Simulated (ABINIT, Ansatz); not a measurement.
# Te (P3_121): bands and cutoff in G0W0 with ABINIT

Aim: raise bands and screening cutoff together for Te (P3_121) and follow gap and time.

Calculated with ABINIT 10.8.3; PBE and many-body steps on it, plane waves.

**1. Set-up**

Symmetry: P3_121, No. 152, trigonal system. The conventional cell has a = 4.457 Å, b = 4.457 Å, c = 5.929 Å, α = 90.00°, β = 90.00°, γ = 120.00°. Nearest to Te lie 2 Te at 2.84 Å.

The cell and positions come from the Crystallography Open Database and are kept as given unless a step says otherwise. Spin-orbit coupling is left out unless a step names it.

**2. Empty states on the mesh, 3×3×2 mesh, 759 bands**

This step: ABINIT 10.8.3; DFT, PBE, plane waves, norm-conserving pseudopotentials.

The sums over transitions need many empty states on a uniform mesh; this step solves for them.

File run.abi:

```
acell 3*1.0 Angstrom
rprim 
  4.457199999972 0.000000000006 0.000000000000
  -2.228599999992 3.860048429721 0.000000000000
  0.000000000000 0.000000000000 5.929000000000
ntypat 1
znucl 52
natom 3
typat 1 1 1
xred 
  0.263300000000 0.000000000000 0.333333333333
  0.000000000000 0.263300000000 0.666666666667
  0.736700000000 0.736700000000 -0.000000000000
pp_dirpath "pseudos"
pseudos "Te.upf"
ecut 39
ngkpt 3 3 2
nshiftk 1
shiftk 0 0 0
kptopt 1
chksymbreak 0
iscf -2
irdden 1
istwfk *1
nband 759
nbdbuf 68
tolwfr 1e-09
nstep 60
prtvol 0
indata_prefix "in"
outdata_prefix "out"
tmpdata_prefix "tmp"
```

Command:

```
$ OMP_NUM_THREADS=2 mpirun -n 6 abinit run.abi > log
```

Numbers of over 12 decimals in the logs are rounded to 6 here.

Log:

```text
.Version 10.8.3 of ABINIT. v10.8.2 released Aug 2026.

 Symmetries : space group P3_1 2 1 (#152); Bravais hP (primitive hexag.)
[... echo of the input left out ...]
== DATASET  1 ==================================================================
-   mpi_nproc: 6, omp_nthreads: 2 (-1 if OMP is not activated)

--- !DatasetInfo
iteration_state: {dtset: 1, }
dimensions: {natom: 3, nkpt: 6, mband: 759, nsppol: 1, nspinor: 1, nspden: 1, mpw: 8029, }
cutoff_energies: {ecut:  39.0, pawecutdg:  -1.0, }
[...]
7.45335    7.45335    7.47519    7.48892    7.48894    7.49859    7.53842    7.53864
   7.53920    7.54832    7.54851    7.56377    7.56406    7.56431    7.57567    7.58086
   7.58281    7.61155    7.62746    7.63603    7.64215    7.65273    7.67674
 prteigrs : prtvol=0 or 1, do not print more k-points.

== END DATASET(S) ==============================================================
================================================================================

 -outvars: echo values of variables after computation  --------
            nband         759
             nkpt           6
          spgroup         152
 [... the other variables as echoed above ...]

 Calculation completed.
```

Wall time 7 min (6 MPI ranks of Arm Neoverse V2, shared host); peak memory 1.2 GiB.

This step gave:

| Property | Result |
| --- | --- |
| gap | 0.1818 eV |
| k of the valence top | 0.3333, 0.3333, 0.5 |
| k of the conduction bottom | 0.3333, 0.3333, 0.5 |
| least direct gap | 0.1818 eV |
| k points computed | 6 |
| lowest point of the top converged band, above the valence top | 186.2630 eV |

On this mesh the gap is 0.182 eV.

The density comes from a self-consistent run that is not shown.

**3. Screening, 3×3×2 mesh, 117 bands, screening to 95.2 eV**

The RPA dielectric matrix is built and inverted for each q.

This step: RPA screening on PBE, plane waves, norm-conserving pseudopotentials.

run.abi, as its differences from that of step 2:

```diff
@@ -21,10 +21,11 @@
 chksymbreak 0
-iscf -2
-irdden 1
 istwfk *1
-nband 759
-nbdbuf 68
-tolwfr 1e-09
-nstep 60
-prtvol 0
+occopt 1
+irdwfk 1
+optdriver 3
+nband 117
+ecuteps 3.5
+inclvkb 2
+awtr 1
+symchi 1
 indata_prefix "in"
```

Command:

```
$ OMP_NUM_THREADS=1 mpirun -n 16 abinit run.abi > log
```

Log:

```text
.Version 10.8.3 of ABINIT. v10.8.2 released Aug 2026.

 Symmetries : space group P3_1 2 1 (#152); Bravais hP (primitive hexag.)
[... echo of the input left out ...]
== DATASET  1 ==================================================================
-   mpi_nproc: 16, omp_nthreads: 1 (-1 if OMP is not activated)

--- !DatasetInfo
iteration_state: {dtset: 1, }
dimensions: {natom: 3, nkpt: 6, mband: 117, nsppol: 1, nspinor: 1, nspden: 1, mpw: 8029, }
cutoff_energies: {ecut:  39.0, pawecutdg:  -1.0, }
electrons: {nelect:   7.20000000E+01, charge:   0.00000000E+00, occopt:   1.00000000E+00, tsmear:   1.00000000E-02, }

 SCREENING: Calculation of the susceptibility and dielectric matrices

 Based on a program developped by R.W. Godby, V. Olevano, G. Onida, and L. Reining.
 Incorporated in ABINIT by V. Olevano, G.-M. Rignanese, and M. Torrent.
.Using double precision arithmetic ; gwpc =  8

[... cell and pseudopotentials left out ...]
--------------------------------------------------------------------------------

 ==== K-mesh for the wavefunctions ====
 Number of points in the irreducible wedge :     6
[... list of points left out ...]
 Together with  6 symmetry operations and time-reversal symmetry
 yields    18 points in the full Brillouin Zone.

 ==== Q-mesh for the screening function ====
 Number of points in the irreducible wedge :     6
[... list of points left out ...]
 Together with  6 symmetry operations and time-reversal symmetry
 yields    18 points in the full Brillouin Zone.

 setmesh: FFT mesh size selected  =    27x   27x   45
          total number of points  =        32805

 vcoul_init : cutoff-mode = AUXILIARY_FUNCTION
 q-points for optical limit:   1
     1)      0.000010    0.000020    0.000030

- screening: taking advantage of time-reversal symmetry
- Maximum band index for partially occupied states nbvw = 36
- Remaining bands to be divided among processors   nbcw = 81
- Number of bands treated by each node ~5

 Number of electrons calculated from density =   72.0000; Expected =   72.0000
 average of density, n =  0.104592
 r_s =    1.3167
 omega_plasma =   31.1965 [eV]

 calculating chi0 at frequencies [eV] :
  1    0.000000E+00    0.000000E+00
  2    0.000000E+00    3.119646E+01

--------------------------------------------------------------------------------
  q-point number  1        q = ( 0.000000, 0.000000, 0.000000) [r.l.u.]
--------------------------------------------------------------------------------
[... chi0 elements left out ...]
 For q-point:  0.000010 0.000020 0.000030
  dielectric constant =   1.40091E+03
  dielectric constant without local fields =   1.74707E+03

  Average fulfillment of the sum rule on Im[epsilon] for q-point    1 :     48.35  [%]
[... wings left out ...]
  q-point number  2        q = ( 0.333333, 0.000000, 0.000000) [r.l.u.]
--------------------------------------------------------------------------------
[... chi0 elements left out ...]
  Average fulfillment of the sum rule on Im[epsilon] for q-point    2 :     54.57  [%]

 [... 4 further q-points ...]
```

Wall time 17 s (16 MPI ranks); peak memory 3.8 GiB.

This step gave:

| Property | Result |
| --- | --- |
| ε∞ with local fields, on this mesh, along the program's q direction | 1401 |
| the same without local fields | 1747 |
| plasma frequency | 31.20 eV |
| plane waves in the screening matrix | 225 |

Local fields lower ε∞ by 20 %. The value itself is an artefact of the mesh, where one narrow direct gap carries too much weight.

**4. 117 bands, 95.2 eV**

The self-energy is evaluated for the states that the input lists, and the levels follow from it, in one-shot runs by the linearised quasiparticle equation.

This step: G0W0 on PBE, plane waves, norm-conserving pseudopotentials.

run.abi, as its differences from that of step 3:

```diff
@@ -24,8 +24,17 @@
 irdwfk 1
-optdriver 3
+optdriver 4
 nband 117
+gwcalctyp 0
+ecutsigx 39
+symsigma 1
+nkptgw 2
+kptgw 
+  0.3333333333 0.3333333333 0.5000000000
+  0.0000000000 0.0000000000 0.0000000000
+bdgw 
+  35 39
+  34 38
 ecuteps 3.5
-inclvkb 2
-awtr 1
-symchi 1
+irdscr 1
+ppmodel 1
 indata_prefix "in"
```

Log:

```text
.Version 10.8.3 of ABINIT. v10.8.2 released Aug 2026.

 Symmetries : space group P3_1 2 1 (#152); Bravais hP (primitive hexag.)
[... echo of the input left out ...]
== DATASET  1 ==================================================================
-   mpi_nproc: 16, omp_nthreads: 1 (-1 if OMP is not activated)

--- !DatasetInfo
iteration_state: {dtset: 1, }
dimensions: {natom: 3, nkpt: 6, mband: 117, nsppol: 1, nspinor: 1, nspden: 1, mpw: 8029, }
cutoff_energies: {ecut:  39.0, pawecutdg:  -1.0, }
electrons: {nelect:   7.20000000E+01, charge:   0.00000000E+00, occopt:   1.00000000E+00, tsmear:   1.00000000E-02, }

 SIGMA: Calculation of the GW corrections

 Based on a program developped by R.W. Godby, V. Olevano, G. Onida, and L. Reining.
 Incorporated in ABINIT by V. Olevano, G.-M. Rignanese, and M. Torrent.
.Using double precision arithmetic ; gwpc =  8

[... cell and pseudopotentials left out ...]
--------------------------------------------------------------------------------

 ==== K-mesh for the wavefunctions ====
 Number of points in the irreducible wedge :     6
[... list of points left out ...]
 Together with  6 symmetry operations and time-reversal symmetry
 yields    18 points in the full Brillouin Zone.

 ==== Q-mesh for screening function ====
 Number of points in the irreducible wedge :     6
[... list of points left out ...]
 Together with  6 symmetry operations and time-reversal symmetry
 yields    18 points in the full Brillouin Zone.

 vcoul_init : cutoff-mode = AUXILIARY_FUNCTION
 q-points for optical limit:   1
     1)      0.000010    0.000020    0.000030
 setmesh: FFT mesh size selected  =    45x   45x   72
          total number of points  =       145800

 Number of electrons calculated from density =   72.0000; Expected =   72.0000
 average of density, n =  0.104592
 r_s =    1.3167
 omega_plasma =   31.1965 [eV]

 === KS Band Gaps ===
  >>>> For spin  1
   Minimum direct gap =   0.1818 [eV], located at k-point      :   0.3333  0.3333  0.5000
   Fundamental gap    =   0.1818 [eV], Top of valence bands at :   0.3333  0.3333  0.5000
                                       Bottom of conduction at :   0.3333  0.3333  0.5000
 SIGMA fundamental parameters:
 PLASMON POLE MODEL  1
 number of plane-waves for SigmaX                 8029
 number of plane-waves for SigmaC and W            225
 number of plane-waves for wavefunctions          8029
 number of bands                                   117
 number of independent spin polarizations            1
 number of spinorial components                      1
 number of k-points in IBZ                           6
 number of q-points in IBZ                           6
 number of symmetry operations                       6
 number of k-points in BZ                           18
 number of q-points in BZ                           18
 number of frequencies for dSigma/dE                 9
 frequency step for dSigma/dE [eV]                0.25
 number of omega for Sigma on real axis              0
 max omega for Sigma on real axis  [eV]           0.00
 zcut for avoiding poles [eV]                     0.10

 EPSILON^-1 parameters (SCR file):
 dimension of the eps^-1 matrix on file            225
 dimension of the eps^-1 matrix used               225
 number of plane-waves for wavefunctions          8029
 number of bands                                   117
 number of q-points in IBZ                           6
 number of frequencies                               2
 number of real frequencies                          1
 number of imag frequencies                          1

 matrix elements of self-energy operator (all in [eV])

 Perturbative Calculation

--- !SelfEnergy_ee
iteration_state: {dtset: 1, }
kpoint     : [   0.333,    0.333,    0.500, ]
spin       : 1
KS_gap     :    0.182
QP_gap     :    0.429
Delta_QP_KS:    0.247
data: !SigmaeeData |
     Band     E0 <VxcDFT>   SigX SigC(E0)      Z dSigC/dE  Sig(E)    E-E0       E
       35   6.789 -13.358 -14.464   1.283   0.792  -0.262 -13.218   0.140   6.929
       36   6.789 -13.358 -14.464   1.283   0.792  -0.262 -13.218   0.140   6.929
       37   6.970 -12.734  -9.278  -2.969   0.794  -0.259 -12.347   0.387   7.358
       38   8.255 -12.751  -9.028  -3.219   0.793  -0.261 -12.351   0.400   8.655
       39   8.255 -12.751  -9.028  -3.219   0.793  -0.261 -12.351   0.400   8.655

--- !SelfEnergy_ee
iteration_state: {dtset: 1, }
kpoint     : [   0.000,    0.000,    0.000, ]
spin       : 1
KS_gap     :    1.788
QP_gap     :    2.212
Delta_QP_KS:    0.424
data: !SigmaeeData |
     Band     E0 <VxcDFT>   SigX SigC(E0)      Z dSigC/dE  Sig(E)    E-E0       E
       34   5.149 -12.231 -14.293   2.011   0.784  -0.275 -12.271  -0.039   5.110
       35   5.149 -12.231 -14.293   2.011   0.784  -0.275 -12.271  -0.039   5.110
       36   6.054 -12.584 -14.420   1.838   0.787  -0.270 -12.582   0.001   6.055
       37   7.841 -13.079  -9.444  -3.097   0.790  -0.266 -12.654   0.425   8.267
       38   7.841 -13.079  -9.444  -3.097   0.790  -0.266 -12.654   0.425   8.267

== END DATASET(S) ==============================================================
================================================================================

 -outvars: echo values of variables after computation  --------
           etotal      0.0000000000E+00
            nband         117
             nkpt           6
          spgroup         152
 [... the other variables as echoed above ...]

 Calculation completed.
```

Run time: 4 s. Hardware: 16 MPI ranks; peak memory 2.1 GiB.

Numbers from this step:

* G0W0 gap on the points computed: 0.4290 eV
* starting gap on the mesh: 0.1818 eV
* k of the valence top: 0.3333, 0.3333, 0.5
* k of the conduction bottom: 0.3333, 0.3333, 0.5
* Z at the valence top: 0.792
* Z at the conduction bottom: 0.794
* least direct G0W0 gap on the computed points: 0.4290 eV

The gap on the mesh goes from 0.18 eV to 0.43 eV, a correction of +0.25 eV.

**5. Screening, 3×3×2 mesh, 303 bands, screening to 176.9 eV**

This step: RPA screening on PBE, plane waves, norm-conserving pseudopotentials.

run.abi, as its differences from that of step 4:

```diff
@@ -24,17 +24,8 @@
 irdwfk 1
-optdriver 4
-nband 117
-gwcalctyp 0
-ecutsigx 39
-symsigma 1
-nkptgw 2
-kptgw 
-  0.3333333333 0.3333333333 0.5000000000
-  0.0000000000 0.0000000000 0.0000000000
-bdgw 
-  35 39
-  34 38
-ecuteps 3.5
-irdscr 1
-ppmodel 1
+optdriver 3
+nband 303
+ecuteps 6.5
+inclvkb 2
+awtr 1
+symchi 1
 indata_prefix "in"
```

Log:

```text
.Version 10.8.3 of ABINIT. v10.8.2 released Aug 2026.

 Symmetries : space group P3_1 2 1 (#152); Bravais hP (primitive hexag.)
[... echo of the input left out ...]
== DATASET  1 ==================================================================
-   mpi_nproc: 16, omp_nthreads: 1 (-1 if OMP is not activated)

--- !DatasetInfo
iteration_state: {dtset: 1, }
dimensions: {natom: 3, nkpt: 6, mband: 303, nsppol: 1, nspinor: 1, nspden: 1, mpw: 8029, }
cutoff_energies: {ecut:  39.0, pawecutdg:  -1.0, }
electrons: {nelect:   7.20000000E+01, charge:   0.00000000E+00, occopt:   1.00000000E+00, tsmear:   1.00000000E-02, }

 SCREENING: Calculation of the susceptibility and dielectric matrices

 Based on a program developped by R.W. Godby, V. Olevano, G. Onida, and L. Reining.
 Incorporated in ABINIT by V. Olevano, G.-M. Rignanese, and M. Torrent.
.Using double precision arithmetic ; gwpc =  8

[... cell and pseudopotentials left out ...]
--------------------------------------------------------------------------------

 ==== K-mesh for the wavefunctions ====
 Number of points in the irreducible wedge :     6
[... list of points left out ...]
 Together with  6 symmetry operations and time-reversal symmetry
 yields    18 points in the full Brillouin Zone.

 ==== Q-mesh for the screening function ====
 Number of points in the irreducible wedge :     6
[... list of points left out ...]
 Together with  6 symmetry operations and time-reversal symmetry
 yields    18 points in the full Brillouin Zone.

 setmesh: FFT mesh size selected  =    30x   30x   45
          total number of points  =        40500

 vcoul_init : cutoff-mode = AUXILIARY_FUNCTION
 q-points for optical limit:   1
     1)      0.000010    0.000020    0.000030

- screening: taking advantage of time-reversal symmetry
- Maximum band index for partially occupied states nbvw = 36
- Remaining bands to be divided among processors   nbcw = 267
- Number of bands treated by each node ~16

 Number of electrons calculated from density =   72.0000; Expected =   72.0000
 average of density, n =  0.104592
 r_s =    1.3167
 omega_plasma =   31.1965 [eV]

 calculating chi0 at frequencies [eV] :
  1    0.000000E+00    0.000000E+00
  2    0.000000E+00    3.119646E+01

--------------------------------------------------------------------------------
  q-point number  1        q = ( 0.000000, 0.000000, 0.000000) [r.l.u.]
--------------------------------------------------------------------------------
[... chi0 elements left out ...]
 For q-point:  0.000010 0.000020 0.000030
  dielectric constant =   1.40723E+03
  dielectric constant without local fields =   1.74709E+03

  Average fulfillment of the sum rule on Im[epsilon] for q-point    1 :     71.40  [%]
[... wings left out ...]
  q-point number  2        q = ( 0.333333, 0.000000, 0.000000) [r.l.u.]
--------------------------------------------------------------------------------
[... chi0 elements left out ...]
  Average fulfillment of the sum rule on Im[epsilon] for q-point    2 :     75.10  [%]

 [... 4 further q-points ...]
```

The job ended after 81 s (16 MPI ranks; peak memory 5.3 GiB).

This step gave:

```yaml
eps_infinity_with_local_fields_on_this_mesh_along_the_program_s_q_direction: 1407
the_same_without_local_fields: 1747
plasma_frequency: 31.20 eV
plane_waves_in_the_screening_matrix: 529
```

(Part 1 of 2 ends here.)

[Paths, hosts, dates, memory and timing lines, banners, echoed tables and standing remarks are left out of the program output.]

[Logs are printed without paths, hosts, clocks, repeated set-up lines and the standing remarks that a program may print on its own settings, such as how far it seeks lower states.]

[Runs of the session that timed out or met a known fault of the program may be left out.]

[Hosts, paths, dates, database ids (printed as entryN), source tags and the programs' standing remarks are cut or masked in the printed files.]

[G0W0 gaps are taken among the corrected bands and points alone; a level outside them can change the order at an edge.]

[Where Ansatz stands beside ABINIT at settings called matched, ABINIT's density can come from a denser mesh and the files from another edition; pairs whose starting gaps differed by over 0.03 eV were left out, so agreement reads better than it is.]
